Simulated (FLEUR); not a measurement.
# LaCoPO: parallel and opposed starts, part 3 of 3

Aim: find out whether LaCoPO carries moments, and which collinear order costs least.

FLEUR MaX-R8.1; PBE; all-electron FLAPW, Dirac cores, scalar-relativistic bands.

So far. Step 2 (Start 1: ferro ++): After 34 cycles the largest moment stands at 0.611 μB. Step 3 (Start 2: antiferro +-): It lies 20.3 meV a seeded atom over the first start.

### Step 4. Run 3 (no spin polarisation)

A spinless run gives the zero against which the gain from the moments is read.

Contents of inp.xml:

```
<?xml version="1.0" encoding="UTF-8" standalone="no"?>
<fleurInput fleurInputVersion="0.39">
   <comment>
      LaCoPO
   </comment>
   <calculationSetup>
      <cutoffs Kmax="4.4" Gmax="13.2" GmaxXC="13.2" numbands="0"/>
      <scfLoop itmax="90" minDistance="0.00002" maxIterBroyd="15" imix="Anderson" alpha="0.05" precondParam="0.0" spinf="2.0" sdNocoIR="T"/>
      <coreElectrons ctail="T" frcor="F" kcrel="0" coretail_lmax="0"/>
      <xcFunctional name="pbe" relativisticCorrections="F"/>
      <magnetism jspins="1"/>
      <soc l_soc="F" theta="0.0" phi="0.0" spav="F"/>
      <expertModes spex="0" secvar="F"/>
      <geometryOptimization l_f="F" forcealpha="1.0" forcemix="BFGS" epsdisp="0.00001" epsforce="0.00001"/>
      <ldaU l_linMix="F" mixParam="0.05" spinf="1.0"/>
   </calculationSetup>
   <cell>
      <bzIntegration valenceElectrons="78.0" mode="hist" fermiSmearingEnergy="0.00183747">
         <kPointListSelection listName="default-1"/>
         <xi:include xmlns:xi="http://www.w3.org/2001/XInclude" href="kpts.xml"> </xi:include>
      </bzIntegration>
      <xi:include xmlns:xi="http://www.w3.org/2001/XInclude" href="sym.xml"> </xi:include>
      <bulkLattice scale="1.0">
         <bravaisMatrix>
            <row-1>    7.5423807331664969     0.0000000000000000     0.0000000000000000</row-1>
            <row-2>    0.0000000000000000     7.5423807331664969     0.0000000000000000</row-2>
            <row-3>    0.0000000000000000     0.0000000000000000    15.6184465800857808</row-3>
         </bravaisMatrix>
      </bulkLattice>
   </cell>
   <atomSpecies>
      <species name="Lanthanum (La)" element="La" atomicNumber="57">
         <mtSphere radius="2.78" gridPoints="919" logIncrement="0.014"/>
         <atomicCutoffs lmax="10" lnonsphr="8"/>
         <electronConfig flipSpins="F">
            <coreConfig>(1s1/2) (2s1/2) (2p1/2) (2p3/2) (3s1/2) (3p1/2) (3p3/2) (4s1/2) (3d3/2) (3d5/2) (4p1/2) (4p3/2) (4d3/2) (4d5/2)</coreConfig>
            <valenceConfig>(5s1/2) (5p1/2) (5p3/2) (6s1/2) (5d3/2) (5d5/2)</valenceConfig>
            <stateOccupation state="(5d3/2)" spinUp="0.200000" spinDown="0.200000"/>
            <stateOccupation state="(5d5/2)" spinUp="0.300000" spinDown="0.300000"/>
         </electronConfig>
         <energyParameters s="6" p="6" d="5" f="4"/>
         <lo type="SCLO" l="0" n="5" eDeriv="0"/>
         <lo type="SCLO" l="1" n="5" eDeriv="0"/>
      </species>
      <species name="Cobalt (Co)" element="Co" atomicNumber="27">
         <mtSphere radius="2.48" gridPoints="819" logIncrement="0.015"/>
         <atomicCutoffs lmax="10" lnonsphr="8"/>
         <electronConfig flipSpins="F">
            <coreConfig>(1s1/2) (2s1/2) (2p1/2) (2p3/2)</coreConfig>
            <valenceConfig>(3s1/2) (3p1/2) (3p3/2) (4s1/2) (3d3/2) (3d5/2)</valenceConfig>
            <stateOccupation state="(3d3/2)" spinUp="1.400000" spinDown="1.400000"/>
            <stateOccupation state="(3d5/2)" spinUp="2.100000" spinDown="2.100000"/>
         </electronConfig>
         <energyParameters s="4" p="4" d="3" f="4"/>
         <lo type="SCLO" l="0" n="3" eDeriv="0"/>
         <lo type="SCLO" l="1" n="3" eDeriv="0"/>
      </species>
      <species name="Phosphorous (P)" element="P" atomicNumber="15">
         <mtSphere radius="1.62" gridPoints="537" logIncrement="0.021"/>
         <atomicCutoffs lmax="6" lnonsphr="4"/>
         <electronConfig flipSpins="F">
            <coreConfig>(1s1/2) (2s1/2) (2p1/2) (2p3/2)</coreConfig>
            <valenceConfig>(3s1/2) (3p1/2) (3p3/2)</valenceConfig>
            <stateOccupation state="(3p1/2)" spinUp="0.500000" spinDown="0.500000"/>
            <stateOccupation state="(3p3/2)" spinUp="1.000000" spinDown="1.000000"/>
         </electronConfig>
         <energyParameters s="3" p="3" d="3" f="4"/>
      </species>
      <species name="Oxygen (O)" element="O" atomicNumber="8">
         <mtSphere radius="1.57" gridPoints="519" logIncrement="0.02"/>
         <atomicCutoffs lmax="6" lnonsphr="4"/>
         <electronConfig flipSpins="F">
            <coreConfig>(1s1/2)</coreConfig>
            <valenceConfig>(2s1/2) (2p1/2) (2p3/2)</valenceConfig>
            <stateOccupation state="(2p1/2)" spinUp="0.666667" spinDown="0.666667"/>
            <stateOccupation state="(2p3/2)" spinUp="1.333333" spinDown="1.333333"/>
         </electronConfig>
         <energyParameters s="2" p="2" d="3" f="4"/>
      </species>
   </atomSpecies>
   <atomGroups>
      <atomGroup species="Lanthanum (La)">
         <relPos label="                   1">-1.000/4.000 1.000/4.000 -.1531320000</relPos>
         <relPos label="                   2">1.000/4.000 -1.000/4.000 .1531320000</relPos>
         <force calculate="T" relaxXYZ="TTT"/>
      </atomGroup>
      <atomGroup species="Cobalt (Co)">
         <relPos label="                   3">1.000/4.000 1.000/4.000 1.000/2.000</relPos>
         <relPos label="                   4">-1.000/4.000 -1.000/4.000 1.000/2.000</relPos>
         <force calculate="T" relaxXYZ="TTT"/>
      </atomGroup>
      <atomGroup species="Phosphorous (P)">
         <relPos label="                   5">1.000/4.000 -1.000/4.000 -.3816310000</relPos>
         <relPos label="                   6">-1.000/4.000 1.000/4.000 .3816310000</relPos>
         <force calculate="T" relaxXYZ="TTT"/>
      </atomGroup>
      <atomGroup species="Oxygen (O)">
         <relPos label="                   7">-1.000/4.000 -1.000/4.000 .0000000000</relPos>
         <relPos label="                   8">1.000/4.000 1.000/4.000 .0000000000</relPos>
         <force calculate="T" relaxXYZ="TTT"/>
      </atomGroup>
   </atomGroups>
   <output dos="F" band="F" slice="F">
      <bandDOS minEnergy="-.5*Htr" maxEnergy="0.5*Htr" sigma="0.015" storeEVData="T"/>
      <plotting iplot="0" polar="F">
         <plot TwoD="T" vec1="  1.0  0.0  0.0" vec2="  0.0  1.0  0.0" vec3="  0.0  0.0  1.0" zero="  0.0  0.0  0.0" file="plot"/>
      </plotting>
      <moessbauerParams electricFieldGradient="F" isomerShift="F" coreHyperfine="F" valenceHyperfine="F"/>
   </output>
</fleurInput>
```

Contents of crystal.txt:

```
LaCoPO
&input film=F cartesian=F /
3.99125600000  0.00000000000  0.00000000000
0.00000000000  3.99125600000  0.00000000000
0.00000000000  0.00000000000  8.26492600000
1.8897261246
1.0 1.0 1.0

8
57 0.00000000000  0.50000000000  0.84686800000
57 0.50000000000  0.00000000000  0.15313200000
27 0.50000000000  0.50000000000  0.50000000000
27 0.00000000000  0.00000000000  0.50000000000
15 0.50000000000  0.00000000000  0.61836900000
15 0.00000000000  0.50000000000  0.38163100000
8 0.00000000000  0.00000000000  0.00000000000
8 0.50000000000  0.50000000000  0.00000000000

&kpt div1=8 div2=8 div3=4 gamma=T /
```

Run with:

```bash
> OMP_NUM_THREADS=1 inpgen -f crystal.txt > inpgen.log  # inp.xml is then edited as shown
> OMP_NUM_THREADS=1 mpirun -n 8 fleur_MPI > fleur.log
```

Output:

```text
[banner, memory and clock lines left out]
Welcome to FLEUR        (www.flapw.de)
      MaX-Release 8.1          (www.max-centre.eu)

 ========== k-point set info ==========
 Selected k-point list: default-1
 k-point list type: mesh
 0 x 0 x 0
 Number of k points: 48

 [... set-up left out ...]
 Iteration:     1   Distance:      22.46361864 me/bohr^3
 Iteration:     2   Distance:      16.55582571 me/bohr^3
 Iteration:     3   Distance:      11.17245933 me/bohr^3
 Iteration:     4   Distance:       6.53543719 me/bohr^3
 Iteration:     5   Distance:       6.10927262 me/bohr^3
[...]
<FermiEnergy value="0.3862783437" units="Htr"/>
         [... left out ...]
         <totalEnergy value="   -20617.4163617219" units="Htr">
            <sumOfEigenvalues value="   -12520.9063073818">
               <coreElectrons value="-12491.4835265975"/>
               <valenceElectrons value="-29.4227807843"/>
            </sumOfEigenvalues>
         [... left out ...]
            <freeEnergy value="-20617.4177879596"/>
            <extrapolationTo0K value="-20617.4170748408"/>
         </totalEnergy>
         <densityConvergence units="me/bohr^3">
            <chargeDensity spin="1" distance="0.0000147955"/>
         </densityConvergence>
      </iteration>
```

Run time: 84 s. Hardware: 8 MPI ranks of Intel Xeon 6975P-C (Granite Rapids), shared host; peak memory 1.1 GiB.

This step gave:

* free energy: -561028.5188 eV
* program's band gap on this mesh (in a metal only a level spacing): 0 eV
* final state: non-magnetic (no spin polarisation)

It lies 20.3 meV a seeded atom over the first start.

### Step 5. Ranking

Free energies are divided by the number of seeded atoms.

Orders:

| start | final state | typed order kept | energy over the lowest (meV a seeded atom) | largest sphere moment (μB) | net moment (μB a primitive cell) | mesh matched | CPU time (s) |
| --- | --- | --- | --- | --- | --- | --- | --- |
| ferro ++ | ferromagnetic | yes | 0 | 0.6106 | 1.221 | yes | 2025 |
| antiferro +- | non-magnetic | no | 20.28 | 0 | 0 | yes | 4919 |
| no spin polarisation | non-magnetic | - | 20.28 | 0 | 0 | yes | 666.6 |

### Step 6. Results

| Item | Value |
| --- | --- |
| lowest state found | ferromagnetic (typed ferro ++) |
| largest site spin moment | 0.611 μB |
| next finished state | non-magnetic, 20.3 meV a seeded atom higher |
| energy gained by spin polarisation | 20.3 meV a seeded atom |

What this shows: The lowest state found is ferromagnetic, reached from the start ferro ++, with moments up to 0.611 μB. Spin polarisation gains little, as in a weak itinerant magnet. 1 start left the typed pattern (a sign turned, or a seeded moment died or shrank under 0.15 μB), so such an energy belongs to the state reached, not the one typed. Only 3 starts were tried; other patterns of signs, canted and longer-period orders were not. A measured saturation moment is set beside the net spin moment of the cell, divided by the number of magnetic atoms; the orbital part is not in it.

Calculation against experiment:

| quantity | measured | PBE |
| --- | --- | --- |
| moment (Co) (μB) | 0.3 | 0.61 (+103.5 %) |

Measured values from arxiv:1212.5087 (2012).

**Verdict.** The moment is off by +103.5 %. No cell relaxation is part of this session.

[Logs and program files are shortened in this print: banners, set-up blocks, solver, clock and traceback lines can be left out without a mark of their own.]

[Logs are printed without paths, hosts, clocks, repeated set-up lines and the standing remarks that a program may print on its own settings, such as how far it seeks lower states.]

[Hosts, paths, dates, database ids (printed as entryN), source tags and the programs' standing remarks are cut or masked in the printed files.]

[Where a cell is said to come from a database of computed structures, the database is the Materials Project.]
